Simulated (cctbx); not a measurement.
# Rb2NaTmI6: precision against data quality

Space group Fm-3m (no. 225), a = 11.7770 Å, b = 11.7770 Å, c = 11.7770 Å, α = 90.00°, β = 90.00°, γ = 90.00°.

```
atom  mult.    x    y       z  Ueq (Å²)
 Tm1      4    0    0       0    0.0031
  I1     24    0    0  0.7536    0.0040
 Rb1      8  1/4  1/4     3/4    0.0046
 Na1      4  1/2    0       0    0.0039
```

The model is made up (kin elements in a known structure type, no relaxation), so it says nothing on whether the phase exists.

Five simulated data sets (cctbx; Mo Kα, λ = 0.71073 Å; 2 % proportional error) differ in resolution or exposure (noise floor 8 counts in the first three, 8 in the last two). Each is refined with the right model, isotropic at 1.1 Å and anisotropic otherwise. How do the figures of merit and the uncertainties move?

| d min (Å) | top counts | ⟨I/σ⟩ (unmerged, absences included) | unique | param. (scale apart) | Rint | R1 | GooF | largest s.u. xyz (fractional) | s.u. U of Na1 (Å²) | largest error (Å) |
| --- | --- | --- | --- | --- | --- | --- | --- | --- | --- | --- |
| 1.1 | 70000 | 6.8 | 52 | 5 | 0.017 | 0.0037 | 1.58 | 0.00002 | 0.0009 | 0.0000 |
| 0.84 | 70000 | 6.3 | 103 | 6 | 0.019 | 0.0028 | 0.99 | 0.00001 | 0.0003 | 0.0001 |
| 0.6 | 70000 | 5.2 | 242 | 6 | 0.022 | 0.0033 | 0.96 | 0.00000 | 0.0001 | 0.0000 |
| 0.75 | 300 | 0.3 | 137 | 6 | 0.407 | 0.0478 | 1.01 | 0.00046 | 0.0123 | 0.0016 |
| 0.75 | 3000 | 1.4 | 137 | 6 | 0.076 | 0.0153 | 1.01 | 0.00006 | 0.0016 | 0.0002 |

GooF reaches 1.58 where the model lacks something that the data hold (anisotropy at the isotropic level, for one). The s.u. of U for Na1 goes 0.0009, 0.0003, 0.0001 Å² with resolution and 0.0123, 0.0016 Å² with exposure.

The 1.1 Å row also differs in its displacement model, so it isn't a clean test of resolution.

Hardware for the 0.6 Å refinement: 0.45 s on 1 thread of Arm Neoverse V2, on a shared host, peak memory 0.1 GiB.

[Logs are printed without paths, hosts, clocks, repeated set-up lines and the standing remarks that a program may print on its own settings, such as how far it seeks lower states.]
